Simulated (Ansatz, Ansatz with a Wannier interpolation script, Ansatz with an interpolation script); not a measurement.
Planning a run of Ansatz 0.2.0 on MoS2 (P6_3/mmc). The input:

```yaml
crystal:
  lattice:
    - [3.1373099974, 0.0, 0.0]
    - [-1.5686549987, 2.7169901573, 0.0]
    - [0.0, 0.0, 12.20076]
  atoms:
    - { symbol: Mo, position: [0.3333333333, 0.6666666667, 0.25] }
    - { symbol: Mo, position: [0.6666666667, 0.3333333333, 0.75] }
    - { symbol: S, position: [0.3333333333, 0.6666666667, 0.6229588953] }
    - { symbol: S, position: [0.6666666667, 0.3333333333, 0.1229588953] }
    - { symbol: S, position: [0.3333333333, 0.6666666667, 0.8770411047] }
    - { symbol: S, position: [0.6666666667, 0.3333333333, 0.3770411047] }
kpoints:
  mp_grid: { grid: [6, 6, 2] }
hamiltonian:
  xc: lda
scf:
  occupations: { method: fixed }
gw:
  n_empty_bands: 477
  ecut_chi: 160.0
  qp_bands: [v14, c6]
  screening: { model: contour_deformation }
```

The database entry behind the starting cell differs from later determinations by our own check (about 0.3 % long), so it need not match the best structure at ambient conditions.

```sh
ansatz run input.yaml --threads 16 --pin off --max-ram 64512MiB --backend cuda --events-out ev --progress --plain --runs-dir out --devices 1 --max-vram 78GiB
```

Question: Estimate wall time and host memory on 1 × NVIDIA GB200 (shared by 2 runs) with 16 threads of Arm Neoverse V2, shared host.

It took 25 s; on shared hardware allow 12 s to 49 s. Peak host memory was 2.2 GiB. The sizes that set the cost: 2009 plane waves a state, 14 irreducible k points, 503 bands summed, 487 plane waves in the screening and 7 SCF cycles.

The screening grows as filled bands × empty bands × pairs of k points, times the square of the screening basis for the matrix.

[Paths, hosts, dates, memory and timing lines, banners, echoed tables and standing remarks are left out of the program output.]

[Logs are printed without paths, hosts, clocks, repeated set-up lines and the standing remarks that a program may print on its own settings, such as how far it seeks lower states.]

[Runs of the session that timed out or met a known fault of the program may be left out.]

[Hosts, paths, dates, database ids (printed as entryN), source tags and the programs' standing remarks are cut or masked in the printed files.]
